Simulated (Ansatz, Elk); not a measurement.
**Bonding as seen by X-rays: Al2HgC2**

Structure refinements treat a crystal as free atoms side by side. For a made-up structure of Al2HgC2 (cell and positions from a PBE relaxation) the runs below show what the calculated density changes in F(hkl).

Method: DFT, PBE, all-electron APW+lo, Dirac cores, scalar-relativistic bands, static density, no spin, in Elk 11.2.3 (patched build).

This account leaves out most program logs.

The structure was built from a prototype and need not be the compound's stable phase.

## (1) The starting structure

It takes space group P-3m1 (No. 164, trigonal). Conventional cell: a = 3.451 Å, b = 3.451 Å, c = 6.568 Å, α = 90.00°, β = 90.00°, γ = 120.00°. Nearest to Hg lie 6 C at 2.85 Å and 6 Al at 3.05 Å. Nearest to Al lie 4 C at 2.01 to 2.22 Å and 3 Al at 2.79 Å and 3 Hg at 3.05 Å. Nearest to C lie 4 Al at 2.01 to 2.22 Å. Farther neighbours are not listed.

## (2) Ground state and structure factors

An all-electron density is needed, since X-rays see the cores too. Task 0 finds the density and task 195 Fourier-transforms it; tshift is off so that phases refer to the origin typed.

Input file elk.in:

```
tasks
  0
  195

xctype
  20

spinpol
  .false.

rgkmax
  7.0

gmaxvr
  14.0

lmaxo
  7

lmaxapw
  8

swidth
  0.002

tshift
  .false.

ramdisk
  .false.

hmaxvr
  5.5

maxscl
  120

epspot
  1e-06

sppath
  './'

avec
  6.52150419431 -0.00000000000 0.00000000000
  -3.26075209716 5.64778830316 0.00000000000
  0.00000000000 0.00000000000 12.41181201532

atoms
  3
  'Hg.in'
  1
  -0.0000000000 -0.0000000000 -0.0000000000   0.000000 0.000000 0.000000
  'Al.in'
  2
  0.6666666667 0.3333333333 0.6484671017   0.000000 0.000000 0.000000
  0.3333333333 0.6666666667 0.3515328983   0.000000 0.000000 0.000000
  'C.in'
  2
  0.6666666667 0.3333333333 0.3102175455   0.000000 0.000000 0.000000
  0.3333333333 0.6666666667 0.6897824545   0.000000 0.000000 0.000000

ngridk
  8 8 4
```

Command:

```
> OMP_NUM_THREADS=4 elk
```

Elapsed: 20 s, on 4 threads of AMD EPYC 9B14 (Zen 4), shared host; peak memory 0.18 GiB.

SFACRHO.OUT:

```text

h k l indices transformed by vhmat matrix:
   1.000000000       0.000000000       0.000000000    
   0.000000000       1.000000000       0.000000000    
   0.000000000       0.000000000       1.000000000    

      h      k      l  multipl.   |H|            Re(F)            Im(F)           |F|

      0      0      0      1   0.0000000       118.00000      0.15082122E-16   118.00000    
      0      0     -1      2  0.50622627       59.085854      -0.0000000       59.085854    
      0      0     -2      2   1.0124525       59.229023      0.13878089E-14   59.229023    
     -1      1      0      6   1.1125037       56.515253      0.15860674E-14   56.515253    
      1      0     -1      6   1.2222641       83.003073     -0.19825842E-14   83.003073    
     -1      1      1      6   1.2222641       70.013199     -0.49564605E-16   70.013199    
     -1      0     -2      6   1.5042356       81.239597     -0.15860674E-14   81.239597    
      0      1      2      6   1.5042356       60.435685      0.10904213E-14   60.435685    
      0      0     -3      2   1.5186788       88.544202      0.19825842E-15   88.544202    
      1      0      3      6   1.8825647       44.716353     -0.39651684E-15   44.716353    
      1     -1      3      6   1.8825647       57.861791     -0.39651684E-15   57.861791    
      1      1      0      6   1.9269129       81.785333     -0.14093528E-15   81.785333    
      1      1      1     12   1.9922998       48.979753      -0.0000000       48.979753    
      0      0     -4      2   2.0249051       47.007116      -0.0000000       47.007116    
      1      1      2     12   2.1767070       50.586266      0.19825842E-15   50.586266    
      0      2      0      6   2.2250074       48.275102      0.41634268E-14   48.275102    
      0      2     -1      6   2.2818683       68.983079     -0.51547189E-14   68.983079    
      2      0     -1      6   2.2818683       55.312951      0.20817134E-14   55.312951
```

Elk indexes on the primitive cell of elk.in and gives |H| = 4π sin θ/λ in inverse bohr. Below, one row stands for each form hkl of the conventional cell (m members, Friedel mates merged), F is for one primitive cell and the density is static (no thermal factor). Free-atom factors are Waasmaier and Kirfel's, and R is Σm||F|−|F'||/Σm|F|.

```csv
hkl,m,sin θ/λ (Å⁻¹),"abs F, DFT",neutral atoms,diff.
001,2,0.076,59.086,59.467,-0.381
002,2,0.152,59.229,59.977,-0.748
100,6,0.167,56.515,57.013,-0.497
011,6,0.184,83.003,83.420,-0.417
101,6,0.184,70.013,69.390,+0.623
102,6,0.226,81.240,81.515,-0.276
012,6,0.226,60.436,60.080,+0.355
003,2,0.228,88.544,87.994,+0.551
103,6,0.283,44.716,44.853,-0.137
013,6,0.283,57.862,58.102,-0.240
110,6,0.290,81.785,82.093,-0.307
111,12,0.300,48.980,49.002,-0.022
004,2,0.304,47.007,47.153,-0.146
112,12,0.327,50.586,50.471,+0.116
200,6,0.335,48.275,47.962,+0.313
201,6,0.343,68.983,69.055,-0.072
021,6,0.343,55.313,55.606,-0.293
014,6,0.347,66.029,66.085,-0.055
```

## (3) The highest occupied states alone

An energy window below the Fermi level keeps the highest occupied states, to see at which angles they scatter; shallow core shells can lie inside it and anion s states outside. No new self-consistency is needed.

elk.in: that of step 2 with these lines changed.

```diff
@@ -1,3 +1,2 @@
 tasks
-  0
   195
@@ -40,2 +39,5 @@
 
+wsfac
+  -0.302910 0.548330
+
 sppath
```

Command:

```
> OMP_NUM_THREADS=4 elk
```

Elapsed: 5.3 s, on 4 threads; peak memory 0.16 GiB; 7.6 s of CPU time.

States within 15 eV below the Fermi level hold 26.00 electrons; any levels below the window count with the cores. Their amplitudes can exceed the total, where window and core parts have opposite phase:

```csv
hkl,sin θ/λ (Å⁻¹),"abs F, window","abs F, all"
001,0.076,5.023,59.086
002,0.152,2.405,59.229
100,0.167,3.158,56.515
011,0.184,3.356,83.003
101,0.184,9.482,70.013
102,0.226,3.060,81.240
012,0.226,6.594,60.436
003,0.228,6.687,88.544
103,0.283,0.910,44.716
013,0.283,1.836,57.862
```

## (4) Another functional

The difference from free atoms is small, so it is set against the change that LDA (Perdew-Wang) makes.

elk.in: that of step 3 with these lines changed.

```diff
@@ -1,2 +1,3 @@
 tasks
+  0
   195
@@ -4,3 +5,3 @@
 xctype
-  20
+  3
 
@@ -39,5 +40,2 @@
 
-wsfac
-  -0.302910 0.548330
-
 sppath
```

Command:

```
> OMP_NUM_THREADS=4 elk
```

Run time: 13 s. Hardware: 4 threads; peak memory 0.16 GiB.

Against the first run R = 0.03 %; the largest change is -0.041 at 101.

## (5) Basis size

A smaller basis shows how fast F responds to it; the change is likely larger than the basis error of the first run, but doesn't show convergence.

elk.in: that of step 4 with these lines changed.

```diff
@@ -5,3 +5,3 @@
 xctype
-  3
+  20
 
@@ -11,3 +11,3 @@
 rgkmax
-  7.0
+  5.5
```

Command:

```
> OMP_NUM_THREADS=4 elk
```

The job ended after 16 s (4 threads; peak memory 0.18 GiB; 44 s of CPU time).

Against the first run R = 0.02 %; the largest change is -0.046 at 110.

## (6) Settings against the effect

```csv
run,R against the first run (%),"R against neutral atoms, low angle (%)",wall time
"PBE, rgkmax 7",0.00,0.49,20 s
LDA (Perdew-Wang),0.03,0.49,13 s
rgkmax 5.5,0.02,0.48,16 s
```

## (7) Summary of results

```json
{"R against neutral atoms, sin θ/λ < 0.3 Å⁻¹": "0.49 %", "R against neutral atoms, 0.3 to 0.82 Å⁻¹": "0.16 %"}
```

What this shows: Independent neutral atoms miss the calculated amplitudes by R = 0.49 % below 0.3 Å⁻¹ and 0.16 % from there to 0.82 Å⁻¹; by shells, 0.65 % below 0.15 Å⁻¹ (1 form), 0.49 % 0.15 to 0.3 (11 forms), 0.18 % 0.3 to 0.45 (19 forms), 0.16 % above 0.45 (118 forms). Bonding, aspherical density and the tables' own atoms all enter these figures, and the runs don't part them. The largest change of an amplitude is -0.75 electrons, at 002. The window's part falls from 26.0 electrons at the origin to at most 0.45 between 0.45 and 0.82 Å⁻¹. Below 0.3 Å⁻¹ the changes that finished (LDA (Perdew-Wang) and rgkmax 5.5) move F by R = 0.03 % at most, against the 0.49 % that separates it from free atoms. The k-mesh has no finished test. Spin-orbit coupling is left out, which can matter for elements this heavy. Part of the difference isn't bonding: the tables are fits to free atoms and ions calculated by other methods than this functional. Thermal motion, anomalous dispersion and extinction are left out.

[Logs are printed without paths, hosts, clocks, repeated set-up lines and the standing remarks that a program may print on its own settings, such as how far it seeks lower states.]

[Hosts, paths, dates, database ids (printed as entryN), source tags and the programs' standing remarks are cut or masked in the printed files.]
